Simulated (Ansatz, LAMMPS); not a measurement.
# Elastic response of glassy 73SiO2-23BaO-4TiO2 (mol %) (72 atoms), part 4 of 4

Aim: relax glassy 73SiO2-23BaO-4TiO2 (mol %) (72 atoms), then change its volume and shape to read moduli from the stress.

Ansatz 0.2.0; Kohn-Sham DFT, PBE, PAW (set soft_2), plane waves.

The cell: 19 Si, 6 Ba, 1 Ti and 46 O. The quench rate of 8 K/ps far exceeds what a furnace or splat quench reaches. The network of bonds at the start is that of the classical potential that made the cell. The Brillouin zone is sampled at Γ only. Spin–orbit coupling is left out.

So far. Step 11 (Compressed by 1 % along x): The relaxation converged after 5 steps, 0.0641 eV below its start, with a largest force component of 0.050 eV/Å. Step 11 (Compressed by 1 % along x): Compressed by 1 % along x: the energy stands 0.0339 eV above that of the reference, at a pressure of 0.587 GPa.

**12. Sheared by 2 % in xy**

A shear of the relaxed cell gives the modulus that volume changes can't reach.

Input file input.yaml:

```yaml
crystal:
  lattice:
    - [10.3432, 0.24255, 0.37273]
    - [0.24213, 10.30159, 0.03001]
    - [0.37303, 0.03374, 10.17197]
  atoms:
    [... the 72 atom lines of step 4 ...]
kpoints:
  mp_grid: { grid: [1, 1, 1] }
hamiltonian:
  xc: pbe
scf:
  occupations: { method: fixed }
output:
  forces: true
  eigenvalues: true
  stress: true
relax:
  f_tol: 0.05
  max_steps: 70
```

Run with:

```
ansatz run input.yaml --threads 4 --pin off --max-ram 8192MiB --backend cpu --events-out ev --progress --plain --runs-dir out
```

Numbers of over 12 decimals in the logs are rounded to 6 here.

Output:

```text
[...]
Crystal: 72 atoms, lattice volume = 1081.803 Å³
Basis set: ecut = 420 eV, 21129 PW (Γ), exchange–correlation on 144×144×144 points (8 copies of the dense FFT grid, shifted against one another)
Bands: 284, of which v1, the nominal top of the filled ones, is band 212 counted from 1 (211 counted from 0)
Symmetry: 1 space group operations
[...]
k-points: 1
[...]
SCF iter   1: F=—  HF=-76467.191703 eV  |F-HF|=—  |Δ(HF+E_count)|=         —  Δρ=2.01e-3  dr2=4.19e-2  ethr=1.77e-3  ⟨swp⟩=4.0  Hψ=1117  notcnv=0  defer=70
[...]
SCF iter   6: F=-76467.201857 eV  HF=-76467.201859 eV  |F-HF|=2.00e-6  |Δ(HF+E_count)|=   2.70e-5  Δρ=4.33e-5  dr2=2.12e-5  ethr=1.47e-8  ⟨swp⟩=17.0  Hψ=2158  notcnv=0
SCF 1 converged in 6 iterations: F = -76467.201857 eV  dr2 = 2.12e-5
[...]
relax step   1: F+E_penalty+E_count = -76467.20185665 eV  Δ(F+E_penalty+E_count) = +0.000e0 eV  max|allowed force component| = 4.997e-1 eV/Å  Δτ_max = 0.0000 Å  (6 SCF iters, dr2 threshold 6.25e-5 eV, accepted)
[...]
relax step   2: F+E_penalty+E_count = -76467.23988795 eV  Δ(F+E_penalty+E_count) = -3.803e-2 eV  max|allowed force component| = 3.879e-1 eV/Å  Δτ_max = 0.0656 Å  (6 SCF iters, dr2 threshold 1.56e-5 eV, accepted)
[...]
relax step   3: F+E_penalty+E_count = -76467.28165157 eV  Δ(F+E_penalty+E_count) = -4.176e-2 eV  max|allowed force component| = 1.699e-1 eV/Å  Δτ_max = 0.0400 Å  (6 SCF iters, dr2 threshold 9.41e-6 eV, accepted)
relax step   4: F+E_penalty+E_count = -76467.22370942 eV  Δ(F+E_penalty+E_count) = +5.794e-2 eV  max|allowed force component| = 3.856e-1 eV/Å  Δτ_max = 0.1081 Å  (8 SCF iters, dr2 threshold 5.54e-6 eV, rejected (line search))
relax step   5: F+E_penalty+E_count = -76467.29508429 eV  Δ(F+E_penalty+E_count) = -1.343e-2 eV  max|allowed force component| = 5.419e-2 eV/Å  Δτ_max = 0.0247 Å  (10 SCF iters, accepted)
relax step   6: F+E_penalty+E_count = -76467.28059819 eV  Δ(F+E_penalty+E_count) = +1.449e-2 eV  max|allowed force component| = 1.184e-1 eV/Å  Δτ_max = 0.0983 Å  (10 SCF iters, rejected (line search))
[...]
relax step   7: F+E_penalty+E_count = -76467.29853884 eV  Δ(F+E_penalty+E_count) = -3.455e-3 eV  max|allowed force component| = 3.026e-2 eV/Å  Δτ_max = 0.0349 Å  (10 SCF iters, accepted)
SCF converged after 10 iterations
Free energy (F): -76467.298539 eV
[...]
Internal energy: -76467.298539 eV  (E = F + TS)
E sigma→0 (E₀):  -76467.298539 eV
Fermi energy:    4.316048 eV
[...]
--- Forces (eV/Å), atoms counted from 1 ---
  atom   1  Si    -0.00699008     0.00123197     0.00000747
  atom   2  Si     0.00405654     0.02082483    -0.00405304
  atom   3  Si    -0.00205819    -0.00312835     0.00607886
  atom   4  Si    -0.00900704    -0.01192439     0.00557181
  atom   5  Si    -0.01104618    -0.00082007    -0.02145520
  atom   6  Si     0.00107962    -0.00506223     0.00452678
  atom   7  Si    -0.03026090    -0.00917717     0.01022321
  atom   8  Si     0.01743603     0.00581152    -0.01308565
  atom   9  Si    -0.00465735     0.00010809     0.01824210
  atom  10  Si     0.01920574     0.01035159     0.01017292
  atom  11  Si    -0.01354429    -0.00888443     0.00242570
  atom  12  Si     0.01573894    -0.01912618    -0.00914886
  atom  13  Si     0.00532701     0.00622854     0.00068574
  atom  14  Si     0.01327945     0.00043025    -0.01622163
[...]
atom  71  O     -0.00053600     0.00266689    -0.00255494
  atom  72  O      0.00054347     0.00421620     0.00249127
  max |Σ_I F_I| component: 6.27e-5 eV/Å
--- Stress (GPa, compression-positive) ---
        0.088703      -0.493835       0.032485
       -0.493834       0.221655       0.084536
        0.032486       0.084536      -0.086920
  P = ⅓ Tr σ = 0.0745 GPa (0.745 kbar)
--- Band table (eV) ---
[...]
--- Relaxed structure (7 steps of the walk, 5 accepted, 0 SCFs on fresh bases) ---
  F+E_penalty+E_count = -76467.29853884 eV   max|allowed force component| = 3.026e-2 eV/Å
  atoms:
    - { symbol: Si, position: [0.446813, 0.416973, 0.989671] }
    - { symbol: Si, position: [0.993139, 0.747939, 0.446266] }
    - { symbol: Si, position: [0.084075, 0.264462, 0.152374] }
    - { symbol: Si, position: [0.084234, 0.791667, 0.946483] }
[...]
- { symbol: O, position: [0.676808, 0.912087, 0.0082435] }
```

Elapsed: 57 s, on 4 threads of Intel Xeon Platinum 8175M at 2.50GHz (Skylake/Cascade Lake), shared host; peak memory 1.3 GiB.

The relaxation converged after 7 steps, 0.0967 eV below its start, with a largest force component of 0.030 eV/Å.

Sheared by 2 % in xy: the energy stands 0.0266 eV above that of the reference, at a pressure of 0.0745 GPa.

**13. Pressure against volume**

Atoms are relaxed at each volume, in the scaled cell.

```tsv
volume change (%)	volume (Å³/atom)	energy change (meV/atom)	pressure (GPa)	largest move on relaxing (Å)	bonds	gap (eV)
-10	13.524	27.34	6.23	0.41	132	3.07
-6	14.125	9.32	3.45	0.26	127	3.04
-3	14.576	2.27	1.67	0.12	124	3.01
+0	15.027	0.00	-0.01	-	121	3.00
+3	15.477	2.12	-1.60	0.10	118	2.94
+6	15.928	8.55	-3.01	0.24	115	2.86
```

**14. Uniaxial strain and shear**

Stress (GPa, compression positive) less that of the relaxed cell, atoms relaxed:

```tsv
strain	xx	yy	zz	xy	energy change (meV/atom)
stretched by 1 % along x	-0.878	-0.275	-0.403	0.057	0.34
compressed by 1 % along x	0.996	0.338	0.455	-0.021	0.47
sheared by 2 % in xy	0.078	0.227	-0.053	-0.502	0.37
```

**15. Outcome**

The bulk modulus, from the slope of pressure against ln V over the three points nearest the relaxed volume, is 54.6 GPa; a quadratic over all points gives a pressure derivative of about 1.9. The count of bonds runs from 115 to 132 over the series, so at some points contacts cross the cutoffs. The gap goes from 3.07 eV at the smallest volume to 2.86 eV at the largest, -1.2 eV per unit of ln V by a straight line, on the run's k-points. In the Cartesian axes of the cell, finite differences give C11 = 93.7, C12 = 30.7, C13 = 42.9 and C66 = 25.1 GPa (the shear of 2 % is the engineering strain, εxy = 0.01). The mean of C11, C12 and C13, which equals the bulk modulus in a cubic or isotropic solid, is 55.7 GPa: it agrees with the bulk modulus within 10 %. For an isotropic solid C66 would equal (C11 − C12)/2 = 31.5 GPa; so small a sample needn't be isotropic, and C66 rests on one shear. With the bulk modulus and C66 as K and G, Young's modulus would be about 65 GPa and Poisson's ratio 0.30.

Caveats: Strains are finite and relaxations stop at the force tolerance of the input, which can leave moduli too stiff; they are those of a static cell at zero temperature. Volumes are changed with the cell's shape held, so in an anisotropic solid the modulus lies over the one under free hydrostatic load. The program notes that the SCF threshold of the relaxations is loose for the stress.

The DFT runs together took 13 min of wall time.

[Logs are printed without paths, hosts, clocks, repeated set-up lines and the standing remarks that a program may print on its own settings, such as how far it seeks lower states.]

[Hosts, paths, dates, database ids (printed as entryN), source tags and the programs' standing remarks are cut or masked in the printed files.]
